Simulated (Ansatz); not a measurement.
# Lattice dynamics of Sc (model cell, started as body-centred cubic)

How does Sc (model cell, started as body-centred cubic) vibrate, and is this structure a minimum?

Calculated with Ansatz 0.2.0; DFT PBEsol, scalar-relativistic, plane waves, PAW; PAW set soft_1.

Most raw output is cut from this account.

This is not the structure that Sc takes at ambient pressure and room temperature (hexagonal, No. 194); it is a model or a phase of other conditions.

## 1. Starting point

The structure is cubic, space group Im-3m (No. 229). Conventional cell: a = 3.650 Å, b = 3.650 Å, c = 3.650 Å, α = 90.00°, β = 90.00°, γ = 90.00°. Sc has 8 Sc at 3.16 Å nearest.

Structure file:

```cif
data_structure
_symmetry_space_group_name_H-M 'Im-3m'
_symmetry_Int_Tables_number 229
_cell_length_a 3.6500
_cell_length_b 3.6500
_cell_length_c 3.6500
_cell_angle_alpha 90.000
_cell_angle_beta 90.000
_cell_angle_gamma 90.000
_cell_volume 48.63
loop_
_atom_site_label
_atom_site_type_symbol
_atom_site_symmetry_multiplicity
_atom_site_Wyckoff_symbol
_atom_site_fract_x
_atom_site_fract_y
_atom_site_fract_z
_atom_site_occupancy
Sc1 Sc 2 a 0.00000 0.00000 0.00000 1
```

## 2. Bringing the structure to rest

Harmonic phonons are second derivatives at a point where the forces vanish, and they are wanted at zero stress, so atoms and cell are relaxed first.

input.yaml

```yaml
crystal:
  lattice:
    - [-1.825, 1.825, 1.825]
    - [1.825, -1.825, 1.825]
    - [1.825, 1.825, -1.825]
  atoms:
    - { symbol: Sc, position: [0.0, 0.0, 0.0] }
kpoints:
  mp_grid: { grid: [16, 16, 16] }
hamiltonian:
  xc: pbesol
  pseudopotentials: { kind: paw, azcp: { folder: soft_1 }, xc_functional: pbe }
scf:
  occupations: { method: gaussian, width: 0.1 }
output:
  forces: true
  stress: true
  eigenvalues: true
relax:
  adjacent_minimum: "off"
  f_tol: 0.005
  max_steps: 80
  cell: { stress_tol: 0.05 }
```

The run is started by

```
$ ansatz run input.yaml --threads 8 --pin off --max-ram 16384MiB --backend cpu --events-out ev --progress --plain --runs-dir out
```

Elapsed: 1.4 s, on 8 threads of Arm Neoverse V2, shared host; peak memory 0.34 GiB; 7.9 s of CPU time.

Relaxation path:

```tsv
step	energy less that of the first step (eV)	largest force component (eV/Å)	pressure (GPa)	volume (Å³)
1	0.0000	0.0000	-1.00	24.31
2	-0.0014	0.0000	0.14	23.81
3	-0.0014	0.0000	0.00	23.87
4*	-0.0014	0.0000	0.00	23.87
```

Relaxation steps marked * repeat the geometry before them on a plane-wave basis chosen anew for their cell, so energy and pressure can jump there.

```tsv
conventional cell, symmetrised	before	after	change
a (Å)	3.650	3.628	-0.6 %
b (Å)	3.650	3.628	-0.6 %
c (Å)	3.650	3.628	-0.6 %
volume (Å³/atom)	24.31	23.87	-1.8 %
```

The relaxed structure:

```xyz
1
Lattice="-1.8138 1.8138 1.8138 1.8138 -1.8138 1.8138 1.8138 1.8138 -1.8138" Properties=species:S:1:pos:R:3 pbc="T T T"
Sc    0.0000    0.0000    0.0000
```

This step gave:

| Property | Result |
| --- | --- |
| pressure | -0.002209 GPa |
| volume per atom | 23.87 Å³ |
| gap on the k-mesh | 0 eV |

In this step the volume went from 24.31 to 23.87 Å³/atom.

## 3. Relaxing to small forces for the phonons

Phonons need a cell at rest on their own settings, so the relaxation is repeated with tight tolerances on forces and stress, using the mesh and the filling of the phonon run that follows.

input.yaml, the sections that differ from step 2:

```yaml
crystal:
  lattice:
    - [-1.8138155216, 1.8138155216, 1.8138155216]
    - [1.8138155216, -1.8138155216, 1.8138155216]
    - [1.8138155216, 1.8138155216, -1.8138155216]
  atoms:
    - { symbol: Sc, position: [0.0, 0.0, 0.0] }
scf:
  occupations: { method: methfessel_paxton, width: 0.2 }
output:
  forces: true
  stress: true
  eigenvalues: true
  write_density: true
  write_potential: true
  elf: true
  volumetric_format: npy
relax:
  adjacent_minimum: "off"
  f_tol: 0.001
  max_steps: 60
  cell: { stress_tol: 0.01 }
# kpoints, hamiltonian: as in step 2
```

Wall time 1.1 s (8 threads); peak memory 0.34 GiB.

Little changed from the start: no atom moved by 0.005 Å and no cell edge by 0.1 %.

This step gave:

| Item | Value |
| --- | --- |
| pressure | 0.007583 GPa |
| volume per atom | 23.85 Å³ |

ELF in the ac plane of the conventional cell at fractional y = 0.000, with atoms of Sc within 0.2 Å of it. It is the smooth field of the valence electrons, not physical close to the nuclei.

Ten even steps from '_' (0.11) to '@' (0.67), each cell a mean:
```
--**@@**..::**%%++..::%%@@++
%%@@%%--__--##%%**....++@@@@
%%##--__..==%%@@##--__..++%%
--::__..--**%%@@%%++::__..::
....::--**%%@@@@%%##++--....
++++**##%%%%%%%%%%%%%%##**++
%%%%@@@@@@@@%%%%%%@@@@@@%%%%
****##%%@@@@%%%%%%@@%%%%##**
::::--++##%%@@@@%%%%**==--::
....__..==##@@@@%%**--..__..
##++::__..++%%@@##--..__--**
@@@@**::__--##@@**::__--%%@@
++%%@@++..::**%%++..::##@@**
__++@@##..::**%%++..--%%%%--
```
Columns run along a (3.6 Å), rows up along c (3.6 Å), edges of the conventional cell, whose origin can differ from the input's. Atoms in or near the plane, at fractional coordinates: Sc at (0.00, 0.00).

Valence density in the ac plane of the conventional cell at fractional y = 0.000, with atoms of Sc within 0.2 Å of it. It is the smooth field of the valence electrons, not physical close to the nuclei.

Ten even steps from '_' (0.1 e/Å³) to '@' (8.6 e/Å³), each cell a mean:
```
@@##--________________..==%%
++==..__________________::==
....______________________..
____________________________
____________________________
____________________________
____________________________
____________________________
____________________________
____________________________
..__________________________
==::..__________________..--
%%**::________________..==##
@@%%==..______________..++@@
```
Columns run along a (3.6 Å), rows up along c (3.6 Å), edges of the conventional cell, whose origin can differ from the input's. Atoms in or near the plane, at fractional coordinates: Sc at (0.00, 0.00).

Electrostatic potential energy in the ac plane of the conventional cell at fractional y = 0.000, with atoms of Sc within 0.2 Å of it. With pseudopotentials it is smooth inside the atoms' cores, unlike the true potential.

Values in eV, 14 rows by 14 columns, each cell a mean:
```
-46 -43 -29 -10   3   9  11  12  11   7  -1 -16 -36 -45
-39 -33 -19  -4   5  10  11  12  11   8   2  -9 -25 -36
-19 -14  -5   3   8  10  12  12  11   9   6   0  -9 -16
 -2   0   4   7  10  11  12  12  12  11   9   6   2  -1
  7   8   9  10  11  12  12  12  12  11  11   9   8   7
 11  11  11  11  12  12  12  12  12  12  12  11  11  11
 12  12  12  12  12  12  12  12  12  12  12  12  12  12
 11  11  12  12  12  12  12  12  12  12  12  12  11  11
  9   9  10  11  11  12  12  12  12  12  11  10  10   9
  2   4   6   8  10  11  12  12  12  11  10   8   5   3
-12  -8  -1   5   8  11  12  12  11  10   7   3  -4 -10
-32 -26 -14  -1   6  10  12  12  11   9   4  -5 -19 -29
-45 -41 -26  -8   4   9  11  12  11   8   0 -14 -33 -43
-46 -45 -32 -12   2   9  11  12  11   7  -2 -19 -39 -46
```
Columns run along a (3.6 Å; values clipped at the 3rd and 97th percentile), rows up along c (3.6 Å), edges of the conventional cell, whose origin can differ from the input's. Atoms in or near the plane, at fractional coordinates: Sc at (0.00, 0.00).

The forces vanish by symmetry and the pressure is 0.008 GPa, within the tolerances set. The cell now holds 23.85 Å³/atom.

## 4. Response at finite wavevector

Stability and thermal properties need the whole zone. Linear response on a 4×4×4 q mesh gives force constants as far as a supercell of that size would.

input.yaml, the sections that differ from step 3:

```yaml
crystal:
  lattice:
    - [-1.8132278844, 1.8132278844, 1.8132278844]
    - [1.8132278844, -1.8132278844, 1.8132278844]
    - [1.8132278844, 1.8132278844, -1.8132278844]
  atoms:
    - { symbol: Sc, position: [0.0, 0.0, 0.0] }
output:
  eigenvalues: true
phonons:
  method: dfpt
  qmesh: [4, 4, 4]
  temperatures: { t_max: 1000, t_step: 50 }
  qpath:
    path:
      - [[0.0, 0.0, 0.0], [0.5, -0.5, 0.5], [0.0, 0.0, 0.5], [0.0, 0.0, 0.0], [0.25, 0.25, 0.25], [0.5, -0.5, 0.5]]
      - [[0.25, 0.25, 0.25], [0.0, 0.0, 0.5]]
    npoints: 10
# kpoints, hamiltonian, scf: as in step 3
# relax: removed
```

Elapsed: 49 s, on 8 threads; peak memory 2.4 GiB.

Numbers from this step:

```
sum-rule residual before enforcement                    : 9.25e-6 eV/Å²
lowest frequency on the path                            : -96.88 cm⁻¹
highest frequency on the path or at a solved wavevector : 222.8 cm⁻¹
lowest mode on the q mesh (acoustic modes at Γ apart)   : -96.88 cm⁻¹
```

Frequencies (cm⁻¹) solved at each irreducible wavevector; negative means imaginary. Frequencies by wavevector, by row:

```tsv
q in reciprocal lattice units	star	mode 1	mode 2	mode 3
0 0 0	1	0	0	0
0 0 0.25	12	-54.9	84.2	140.1
0 0 -0.5	6	-96.9	134.9	190.8
0 0.25 0.25	24	-63.3	149.2	188.8
0.25 0.25 0.25	2	158.4	158.4	158.4
0.25 0.25 -0.25	6	69.8	128.8	128.8
0.25 -0.5 -0.5	12	98.3	179	208.3
-0.5 -0.5 -0.5	1	222.8	222.8	222.8
```

Interpolated from a 4×4×4 q mesh. Phonon branches along the path, in cm⁻¹:

```tsv
point	branch 1	branch 2	branch 3
Γ	0	0	0
halfway	70	129	129
H	223	223	223
halfway	98	179	208
N	-97	135	191
halfway	-55	84	140
Γ	0	0	0
halfway	61	61	172
P	158	158	158
halfway	-19	195	195
H	223	223	223
jump to P	158	158	158
halfway	26	156	190
N	-97	135	191
```

Tetrahedra on a 24×24×24 mesh, mean over bins of 5 cm-1. Interpolated from a 4×4×4 q mesh. Phonon density of states against wavenumber; read off at these points:

```tsv
wavenumber (cm⁻¹)	phonon density of states (1/cm⁻¹/cell)
-98	4.0e-4
-88	0.00598
-82	0.00793
-72	0.0137
-68	0.0138
-62	0.0125
-52	0.0086
-48	0.00718
-38	0.00511
-28	0.00388
-18	0.00322
-12	0.00295
-2	0.00289
8	0.00311
12	0.00315
22	0.00281
32	0.00321
42	0.00356
48	0.00384
58	0.00457
68	0.00511
78	0.00577
82	0.00616
92	0.00702
102	0.00795
112	0.00906
118	0.00984
128	0.012
138	0.0164
142	0.0165
152	0.0175
162	0.0172
172	0.0173
178	0.0186
188	0.0365
192	0.0481
198	0.0161
208	0.00835
212	0.0062
222	9.0e-4
```

Second derivatives of the energy by pair, one row for each kind of neighbour of each atom listed. Each entry sums the pair over the periodic images of the supercell that the q mesh stands for, and in a polar crystal it holds the long-range dipole part too. Force constants by pair, by row:

```tsv
atom	neighbour	distance (Å)	third of the trace (eV/Å²)	along the pair's line (eV/Å²)
Sc1	itself	0	2.925	–
Sc1	Sc	3.141	-0.4452	-1.543
Sc1	Sc	3.626	-0.0103	0.2498
Sc1	Sc	5.129	0.1144	0.2256
Sc1	Sc	6.014	-0.0225	-0.0822
Sc1	Sc	6.281	0.0359	0.0905
Sc1	Sc	7.253	-0.0579	-0.2345
```

Symmetry leaves 8 wavevectors to solve. The lowest mode among them, the acoustic zeros apart, lies at q = (0, 0, -0.5) and is imaginary, 96.9i cm⁻¹, so the energy falls along it.

## 5. Outcome

```json
{
  "space group after relaxation (within 0.01 Å)": "Im-3m",
  "volume per atom": "23.8 Å³",
  "electronic character": "no gap on this mesh",
  "lowest mode on the q mesh (acoustic modes at Γ apart)": "-96.9 cm⁻¹",
  "highest frequency on the path or at a solved wavevector": "223 cm⁻¹",
  "imaginary modes on the 4×4×4 q mesh": "yes"
}
```

Modes are clearly imaginary (beyond 10i cm⁻¹) at 3 of the 8 irreducible wavevectors, most at q = (0, 0, -0.5) (96.9i cm⁻¹), so this structure is not a minimum of the energy. With no gap, or one that is small against the smearing, the frequencies hang on the k mesh and the smearing, most of all near Kohn anomalies. The PAW files were made for PBE and serve the other functionals too. The starting cell was built on a prototype and not taken from a measurement, so the phase need not exist. These are harmonic frequencies at zero temperature: anharmonic shifts, linewidths and thermal expansion are left out.

[Logs are printed without paths, hosts, clocks, repeated set-up lines and the standing remarks that a program may print on its own settings, such as how far it seeks lower states.]

[Hosts, paths, dates, database ids (printed as entryN), source tags and the programs' standing remarks are cut or masked in the printed files.]
